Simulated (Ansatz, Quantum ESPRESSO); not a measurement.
# Mode couplings of Ti (P6_3/mmc) in a second program, part 2 of 4

Each step names its level of theory.

So far. Step 2 (Tight relaxation): The largest force is now zero by symmetry and the largest stress component 0.0065 GPa. Step 3 (Ground state with pw.x): With these potentials, mesh and smearing the cell is at 0.16 GPa. The relaxed cell has a = 2.938, c = 4.653 Å (conventional setting).

## Step 4: Second program, linear response: Fermi–Dirac smearing of 0.1 eV

Level of this step: DFT PBE, scalar-relativistic, plane waves, GBRV ultrasoft pseudopotentials (Quantum ESPRESSO).

ph.x gives each mode's frequency and linewidth; λ of a mode follows from Gaussian double-delta sums over the k mesh, here at four widths.

File ph.in:

```
phonons and couplings
&INPUTPH
  prefix          = 'x'
  outdir          = './tmp'
  tr2_ph          = 1.0d-15
  fildyn          = 'x.dyn'
  fildvscf        = 'dvscf'
  ldisp           = .true.
  nq1             = 3
  nq2             = 3
  nq3             = 2
  electron_phonon = 'simple'
  el_ph_ngauss    = 0
  el_ph_sigma     = 0.00734986
  el_ph_nsigma    = 4
  alpha_mix(1)    = 0.5
  amass(1)        = 47.867
/
```

Run with:

```console
$ OMP_NUM_THREADS=1 mpirun -n 4 ph.x -nk 4 -in ph.in > ph.x.log
```

What it wrote:

```text
[banner, memory and clock lines left out]
Program PHONON v.7.5

     ./tmp/x.save/

     IMPORTANT: XC functional enforced from input :
     Exchange-correlation= PBE
                           (   1   4   3   4   0   0   0)
     Any further DFT definition will be discarded
     Please, verify this is what you really want

     G-vector sticks info

     Check: negative core charge=   -0.000016

     negative rho (up, down):  1.559E-03 0.000E+00
     Reading collected, re-writing distributed wavefunctions in ./tmp/

     Dynamical matrices for ( 3, 3, 2)  uniform grid of q-points
     (   6 q-points):
       N         xq(1)         xq(2)         xq(3)
       1   0.000000000   0.000000000   0.000000000
       2   0.000000000   0.000000000  -0.315720768
       3   0.000000000   0.384900179   0.000000000
       4   0.000000000   0.384900179  -0.315720768
       5   0.333333333   0.577350269   0.000000000
       6   0.333333333   0.577350269  -0.315720768

     Number and degeneracy of irreps per q-point
       N         xq(1)         xq(2)         xq(3)   N irreps
       1   0.000000000   0.000000000   0.000000000       4
        1   2   1   2
       2   0.000000000   0.000000000  -0.315720768       2
        2   4
       3   0.000000000   0.384900179   0.000000000       6
     No degeneracy
       4   0.000000000   0.384900179  -0.315720768       6
     No degeneracy
       5   0.333333333   0.577350269   0.000000000       4
        1   1   2   2
       6   0.333333333   0.577350269  -0.315720768       3
        2   2   2

     Saving dvscf to file. Distribute only q points, not irreducible representations.

     Calculation of q =    0.0000000   0.0000000   0.0000000

     phonons and couplings

     bravais-lattice index     =            4
     lattice parameter (alat)  =       5.5518  a.u.
     unit-cell volume          =     234.6880 (a.u.)^3
     number of atoms/cell      =            2
     number of atomic types    =            1
     kinetic-energy cut-off    =      45.0000  Ry
     charge density cut-off    =     360.0000  Ry
     convergence threshold     =      1.0E-15
     beta                      =       0.5000
     number of iterations used =            4
     Exchange-correlation= PBE
                           (   1   4   3   4   0   0   0)

     celldm(1)=    5.55177  celldm(2)=    0.00000  celldm(3)=    1.58368
     celldm(4)=    0.00000  celldm(5)=    0.00000  celldm(6)=    0.00000

     crystal axes: (cart. coord. in units of alat)
               a(1) = (  1.0000  0.0000  0.0000 )
               a(2) = ( -0.5000  0.8660  0.0000 )
               a(3) = (  0.0000  0.0000  1.5837 )

     reciprocal axes: (cart. coord. in units 2 pi/alat)
               b(1) = (  1.0000  0.5774 -0.0000 )
               b(2) = (  0.0000  1.1547  0.0000 )
               b(3) = (  0.0000 -0.0000  0.6314 )

     Atoms inside the unit cell:

     Cartesian axes

     site n.  atom      mass           positions (alat units)
        1  Ti     47.8670   tau(    1) = (   -0.00000    0.57735    0.39592  )
        2  Ti     47.8670   tau(    2) = (    0.50000    0.28868    1.18776  )

     Computing dynamical matrix for
                    q = (   0.0000000   0.0000000   0.0000000 )

     25 Sym.Ops. (with q -> -q+G )

     G cutoff =  281.0639  (  27077 G-vectors)     FFT grid: ( 36, 36, 54)
     G cutoff =  140.5319  (   9535 G-vectors)  smooth grid: ( 24, 24, 40)

     number of k points=    76  Fermi-Dirac smearing, width (Ry)=  0.0073

     PseudoPot. # 1 for Ti read from file:
     ./pseudo/Ti.upf
     Pseudo is Ultrasoft + core correction, Zval = 12.0
     Using radial grid of  851 points,  6 beta functions with:
                l(1) =   0
                l(2) =   0
                l(3) =   1
                l(4) =   1
                l(5) =   2
                l(6) =   2
     Q(r) pseudized with  6 coefficients,  rinner =    1.000   1.000   1.000
                                                       1.000   1.000

     Mode symmetry, D_6h(6/mmm) point group:

     Atomic displacements:
     There are    4 irreducible representations

     Representation     1      1 modes -  To be done

     Representation     2      2 modes -  To be done

     Representation     3      1 modes -  To be done

     Representation     4      2 modes -  To be done

     Alpha used in Ewald sum =   2.8000

     negative rho (up, down):  1.559E-03 0.000E+00

     Representation #   1 mode #   1

     Self-consistent Calculation

     Pert. #  1: Fermi energy shift (Ry) =    -1.4456E-19    -3.8265E-42

      thresh= 1.000E-02 alpha_mix =  0.500 |ddv_scf|^2 =  3.331E-04

     Pert. #  1: Fermi energy shift (Ry) =     9.0350E-21     2.4489E-40

      thresh= 1.825E-03 alpha_mix =  0.500 |ddv_scf|^2 =  1.766E-04

     Pert. #  1: Fermi energy shift (Ry) =    -3.6140E-20    -6.1224E-41

      thresh= 1.329E-03 alpha_mix =  0.500 |ddv_scf|^2 =  6.413E-08

     Pert. #  1: Fermi energy shift (Ry) =     3.6140E-20    -1.9132E-42

      thresh= 2.532E-05 alpha_mix =  0.500 |ddv_scf|^2 =  2.257E-09

     Pert. #  1: Fermi energy shift (Ry) =    -3.6140E-20     1.9132E-42

      thresh= 4.751E-06 alpha_mix =  0.500 |ddv_scf|^2 =  7.020E-11

     Pert. #  1: Fermi energy shift (Ry) =     3.6140E-20     2.9894E-44

      thresh= 8.379E-07 alpha_mix =  0.500 |ddv_scf|^2 =  1.447E-12

     Pert. #  1: Fermi energy shift (Ry) =     3.6140E-20     5.9789E-44

      thresh= 1.203E-07 alpha_mix =  0.500 |ddv_scf|^2 =  2.678E-15

     Pert. #  1: Fermi energy shift (Ry) =     3.6140E-20     1.4947E-44

      thresh= 5.175E-09 alpha_mix =  0.500 |ddv_scf|^2 =  6.686E-16

     End of self-consistent calculation

     Convergence has been achieved

     Representation #   2 modes #   2   3

     Self-consistent Calculation

     Pert. #  1: Fermi energy shift (Ry) =    -6.3245E-20    -8.3704E-43
     Pert. #  2: Fermi energy shift (Ry) =    -3.6140E-20    -5.9789E-44

      thresh= 1.000E-02 alpha_mix =  0.500 |ddv_scf|^2 =  3.331E-06

     Pert. #  1: Fermi energy shift (Ry) =    -3.9754E-19     6.6963E-42
     Pert. #  2: Fermi energy shift (Ry) =    -1.0842E-19     4.7831E-43

      thresh= 1.825E-04 alpha_mix =  0.500 |ddv_scf|^2 =  6.735E-08

     Pert. #  1: Fermi energy shift (Ry) =    -2.8912E-19    -8.5946E-43
     Pert. #  2: Fermi energy shift (Ry) =     6.3245E-20    -1.0463E-43

      thresh= 2.595E-05 alpha_mix =  0.500 |ddv_scf|^2 =  2.273E-09

     Pert. #  1: Fermi energy shift (Ry) =    -3.6140E-20    -2.1673E-43
     Pert. #  2: Fermi energy shift (Ry) =    -1.2649E-19    -1.9618E-44

      thresh= 4.768E-06 alpha_mix =  0.500 |ddv_scf|^2 =  2.656E-11

[...]
number of electrons       =        24.00
     number of Kohn-Sham states=           22
     kinetic-energy cutoff     =      45.0000  Ry
     charge density cutoff     =     360.0000  Ry
     Exchange-correlation= PBE
                           (   1   4   3   4   0   0   0)

     celldm(1)=   5.551766  celldm(2)=   0.000000  celldm(3)=   1.583678
     celldm(4)=   0.000000  celldm(5)=   0.000000  celldm(6)=   0.000000

     crystal axes: (cart. coord. in units of alat)
               a(1) = (   1.000000   0.000000   0.000000 )
               a(2) = (  -0.500000   0.866025   0.000000 )
               a(3) = (   0.000000   0.000000   1.583678 )

     reciprocal axes: (cart. coord. in units 2 pi/alat)
               b(1) = (  1.000000  0.577350 -0.000000 )
               b(2) = (  0.000000  1.154701  0.000000 )
               b(3) = (  0.000000 -0.000000  0.631442 )

     PseudoPot. # 1 for Ti read from file:
     ./pseudo/Ti.upf
     Pseudo is Ultrasoft + core correction, Zval = 12.0
     Using radial grid of  851 points,  6 beta functions with:
[...]
l(5) =   2
                l(6) =   2
     Q(r) pseudized with  6 coefficients,  rinner =    1.000   1.000   1.000
                                                       1.000   1.000

     atomic species   valence    mass     pseudopotential
     Ti               12.00    47.86700     Ti( 1.00)

     24 Sym. Ops., with inversion, found

   Cartesian axes

     site n.     atom                  positions (alat units)
         1        Ti     tau(   1) = (  -0.0000000   0.5773503   0.3959195  )
         2        Ti     tau(   2) = (   0.5000000   0.2886751   1.1877584  )

     number of k points=   248  Fermi-Dirac smearing, width (Ry)=  0.0073

     Number of k-points >= 100: set verbosity='high' to print them.

     Dense  grid:    27077 G-vectors     FFT dimensions: (  36,  36,  54)

     Smooth grid:     9535 G-vectors     FFT dimensions: (  24,  24,  40)

     Check: negative core charge=   -0.000016

     The potential is recalculated from file :
     ./tmp/_ph0/x.q_6/x.save/charge-density

     negative rho (up, down):  1.559E-03 0.000E+00
     Starting wfcs are   20 atomic +    2 random wfcs

     Band Structure Calculation
     Davidson diagonalization with overlap

     ethr =  4.17E-11,  avg # of iterations = 12.8

     End of band structure calculation

     Number of k-points >= 100: set verbosity='high' to print the bands.

     the Fermi energy is    13.3696 ev

     Writing config to output data dir ./tmp/_ph0/x.q_6/x.save/ :
     XML data file

     phonons and couplings

     bravais-lattice index     =            4
     lattice parameter (alat)  =       5.5518  a.u.
     unit-cell volume          =     234.6880 (a.u.)^3
     number of atoms/cell      =            2
     number of atomic types    =            1
     kinetic-energy cut-off    =      45.0000  Ry
     charge density cut-off    =     360.0000  Ry
     convergence threshold     =      1.0E-15
     beta                      =       0.5000
     number of iterations used =            4
     Exchange-correlation= PBE
                           (   1   4   3   4   0   0   0)

     celldm(1)=    5.55177  celldm(2)=    0.00000  celldm(3)=    1.58368
     celldm(4)=    0.00000  celldm(5)=    0.00000  celldm(6)=    0.00000

     crystal axes: (cart. coord. in units of alat)
               a(1) = (  1.0000  0.0000  0.0000 )
               a(2) = ( -0.5000  0.8660  0.0000 )
               a(3) = (  0.0000  0.0000  1.5837 )

     reciprocal axes: (cart. coord. in units 2 pi/alat)
               b(1) = (  1.0000  0.5774 -0.0000 )
               b(2) = (  0.0000  1.1547  0.0000 )
               b(3) = (  0.0000 -0.0000  0.6314 )

     Atoms inside the unit cell:

     Cartesian axes

     site n.  atom      mass           positions (alat units)
        1  Ti     47.8670   tau(    1) = (   -0.00000    0.57735    0.39592  )
        2  Ti     47.8670   tau(    2) = (    0.50000    0.28868    1.18776  )

     Computing dynamical matrix for
                    q = (   0.3333333   0.5773503  -0.3157208 )

     12 Sym.Ops. (no q -> -q+G )

     G cutoff =  281.0639  (  27077 G-vectors)     FFT grid: ( 36, 36, 54)
     G cutoff =  140.5319  (   9535 G-vectors)  smooth grid: ( 24, 24, 40)

     number of k points=   248  Fermi-Dirac smearing, width (Ry)=  0.0073

     PseudoPot. # 1 for Ti read from file:
     ./pseudo/Ti.upf
     Pseudo is Ultrasoft + core correction, Zval = 12.0
     Using radial grid of  851 points,  6 beta functions with:
                l(1) =   0
                l(2) =   0
                l(3) =   1
                l(4) =   1
                l(5) =   2
                l(6) =   2
     Q(r) pseudized with  6 coefficients,  rinner =    1.000   1.000   1.000
                                                       1.000   1.000

     Atomic displacements:
     There are    3 irreducible representations

     Representation     1      2 modes -  To be done

     Representation     2      2 modes -  To be done

     Representation     3      2 modes -  To be done

     Alpha used in Ewald sum =   2.8000

     negative rho (up, down):  1.559E-03 0.000E+00

     Representation #   1 modes #   1   2

     Self-consistent Calculation

[...]
End of self-consistent calculation

     Convergence has been achieved

     Representation #   2 modes #   3   4

     Self-consistent Calculation

[...]
End of self-consistent calculation

     Convergence has been achieved

     Representation #   3 modes #   5   6

     Self-consistent Calculation

      thresh= 1.000E-02 alpha_mix =  0.500 |ddv_scf|^2 =  2.412E-05

      thresh= 4.911E-04 alpha_mix =  0.500 |ddv_scf|^2 =  4.685E-06

      thresh= 2.164E-04 alpha_mix =  0.500 |ddv_scf|^2 =  1.187E-08

      thresh= 1.089E-05 alpha_mix =  0.500 |ddv_scf|^2 =  6.678E-10

      thresh= 2.584E-06 alpha_mix =  0.500 |ddv_scf|^2 =  7.672E-12

      thresh= 2.770E-07 alpha_mix =  0.500 |ddv_scf|^2 =  4.925E-13

      thresh= 7.018E-08 alpha_mix =  0.500 |ddv_scf|^2 =  3.025E-14

      thresh= 1.739E-08 alpha_mix =  0.500 |ddv_scf|^2 =  6.878E-16

     End of self-consistent calculation

     Convergence has been achieved

     Number of q in the star =    2
     List of q in the star:
          1   0.333333333   0.577350269  -0.315720768
          2  -0.333333333  -0.577350269   0.315720768

     Diagonalizing the dynamical matrix

     q = (    0.333333333   0.577350269  -0.315720768 )

 **************************************************************************
     freq (    1) =       2.078885 [THz] =      69.344136 [cm-1]
     freq (    2) =       2.078885 [THz] =      69.344136 [cm-1]
     freq (    3) =       7.341978 [THz] =     244.902012 [cm-1]
     freq (    4) =       7.341978 [THz] =     244.902012 [cm-1]
     freq (    5) =       7.639750 [THz] =     254.834644 [cm-1]
     freq (    6) =       7.639750 [THz] =     254.834644 [cm-1]
 **************************************************************************

     Gaussian Broadening:   0.007 Ry, ngauss=   0
     DOS = 14.349209 states/spin/Ry/Unit Cell at Ef= 13.414262 eV
     double delta at Ef =845.116321
[...]
Gaussian Broadening:   0.015 Ry, ngauss=   0
     DOS = 15.045014 states/spin/Ry/Unit Cell at Ef= 13.382129 eV
     double delta at Ef =682.993644
[...]
Gaussian Broadening:   0.022 Ry, ngauss=   0
     DOS = 15.831375 states/spin/Ry/Unit Cell at Ef= 13.355664 eV
     double delta at Ef =601.276099
[...]
lambda(    5)=  0.0680   gamma=   59.96 GHz
     lambda(    6)=  0.0680   gamma=   59.96 GHz

     Gaussian Broadening:   0.029 Ry, ngauss=   0
     DOS = 17.102052 states/spin/Ry/Unit Cell at Ef= 13.334790 eV
     double delta at Ef =609.512028
     lambda(    1)=  1.0490   gamma=   74.04 GHz
     lambda(    2)=  1.0490   gamma=   74.04 GHz
     lambda(    3)=  0.0387   gamma=   34.06 GHz
     lambda(    4)=  0.0387   gamma=   34.06 GHz
     lambda(    5)=  0.0695   gamma=   66.22 GHz
     lambda(    6)=  0.0695   gamma=   66.22 GHz
```

Run time: 31 min. Hardware: 4 MPI ranks of Arm Neoverse V1, shared host; 2.1 h of CPU time.

This step gave:

```yaml
highest_frequency_solved_or_plainly_interpolated: 275.7 cm⁻¹
omega_log_against_width: 13.47, 13.72, 14.63, 15.25 meV, at widths 0.1 to 0.4 eV
```

As ph.x prints them, no sum rule imposed; at the zone centre the sum is no linewidth. Double-delta sums:

```
    q1      q2    q3  star  mode  omega (meV)  lambda_q, sigma 0.1 eV  lambda_q, sigma 0.2 eV  lambda_q, sigma 0.3 eV  lambda_q, sigma 0.4 eV  half width at sigma 0.2 (meV)
     0       0     0     1     1       0.7938                       0                       0                       0                       0                        4.14e-5
     0       0     0     1     2       0.7938                       0                       0                       0                       0                        4.14e-5
     0       0     0     1     3       0.8693                       0                       0                       0                       0                        8.27e-5
     0       0     0     1     4        15.24                  0.5722                  0.3777                  0.2685                  0.2236                         0.3048
     0       0     0     1     5        15.24                  0.5722                  0.3777                  0.2685                  0.2236                         0.3048
     0       0     0     1     6        23.58                  0.7032                  0.4102                  0.3003                  0.2732                         0.7924
     0       0  -0.5     1     1        11.22                  0.0705                  0.1384                   0.138                  0.1359                        0.06055
     0       0  -0.5     1     2        11.22                  0.0705                  0.1384                   0.138                  0.1359                        0.06055
     0       0  -0.5     1     3        11.22                  0.0705                  0.1384                   0.138                  0.1359                        0.06055
     0       0  -0.5     1     4        11.22                  0.0705                  0.1384                   0.138                  0.1359                        0.06055
     0       0  -0.5     1     5        23.23                  0.0241                  0.0867                  0.1005                  0.0951                         0.1626
     0       0  -0.5     1     6        23.23                  0.0241                  0.0867                  0.1005                  0.0951                         0.1626
     0  0.3333     0     6     1        10.65                  0.2876                  0.2473                  0.2384                  0.2578                        0.09748
     0  0.3333     0     6     2           13                  0.0999                  0.1301                  0.1553                  0.1794                        0.07639
     0  0.3333     0     6     3        24.89                   0.208                  0.1295                  0.1211                  0.1178                         0.2786
     0  0.3333     0     6     4        25.26                  0.0411                  0.0771                    0.11                   0.135                         0.1709
     0  0.3333     0     6     5        26.08                  0.0137                  0.0222                   0.027                  0.0338                        0.05256
     0  0.3333     0     6     6        29.11                  0.0349                  0.0466                  0.0578                  0.0718                         0.1371
     0  0.3333  -0.5     6     1        19.76                  0.0089                  0.0199                  0.0371                  0.0543                        0.02701
     0  0.3333  -0.5     6     2        19.76                  0.0089                  0.0199                  0.0371                  0.0543                        0.02701
     0  0.3333  -0.5     6     3        19.87                  0.0589                  0.0671                  0.0834                  0.0948                        0.09198
     0  0.3333  -0.5     6     4        19.87                  0.0589                  0.0671                  0.0834                  0.0948                        0.09198
     0  0.3333  -0.5     6     5        30.35                  0.0321                  0.0499                  0.0687                  0.0792                         0.1596
     0  0.3333  -0.5     6     6        30.35                  0.0321                  0.0499                  0.0687                  0.0792                         0.1596
0.3333  0.3333     0     2     1         21.2                  0.1115                  0.1534                  0.1628                  0.1595                         0.2395
0.3333  0.3333     0     2     2         21.2                  0.1115                  0.1534                  0.1628                  0.1595                         0.2395
0.3333  0.3333     0     2     3        23.54                  0.3769                  0.2566                  0.2002                  0.1775                          0.494
0.3333  0.3333     0     2     4        23.54                  0.3769                  0.2566                  0.2002                  0.1775                          0.494
0.3333  0.3333     0     2     5        27.02                  0.0289                  0.0502                  0.0518                  0.0553                         0.1274
0.3333  0.3333     0     2     6        34.18                   0.044                  0.0387                  0.0374                  0.0391                         0.1572
0.3333  0.3333  -0.5     2     1        8.598                   1.582                   1.486                   1.205                   1.049                         0.3815
0.3333  0.3333  -0.5     2     2        8.598                   1.582                   1.486                   1.205                   1.049                         0.3815
0.3333  0.3333  -0.5     2     3        30.36                  0.0344                  0.0343                  0.0347                  0.0387                         0.1098
0.3333  0.3333  -0.5     2     4        30.36                  0.0344                  0.0343                  0.0347                  0.0387                         0.1098
0.3333  0.3333  -0.5     2     5         31.6                  0.0747                  0.0728                   0.068                  0.0695                         0.2525
0.3333  0.3333  -0.5     2     6         31.6                  0.0747                  0.0728                   0.068                  0.0695                         0.2525
```

Mean over the q mesh without its centre; few wavevectors enter, so none of the widths can be taken as converged. The coupling constant λ, lambda by Gaussian width:

```
Gaussian width (eV)  coupling constant λ, lambda
              0.100                        0.853
              0.200                        0.852
              0.300                        0.832
              0.400                        0.848
```

λ runs from 0.853 at 0.1 eV to 0.848 at 0.4 eV.

(Continued in part 3 of 4.)

[Logs are printed without paths, hosts, clocks, repeated set-up lines and the standing remarks that a program may print on its own settings, such as how far it seeks lower states.]

[Hosts, paths, dates, database ids (printed as entryN), source tags and the programs' standing remarks are cut or masked in the printed files.]
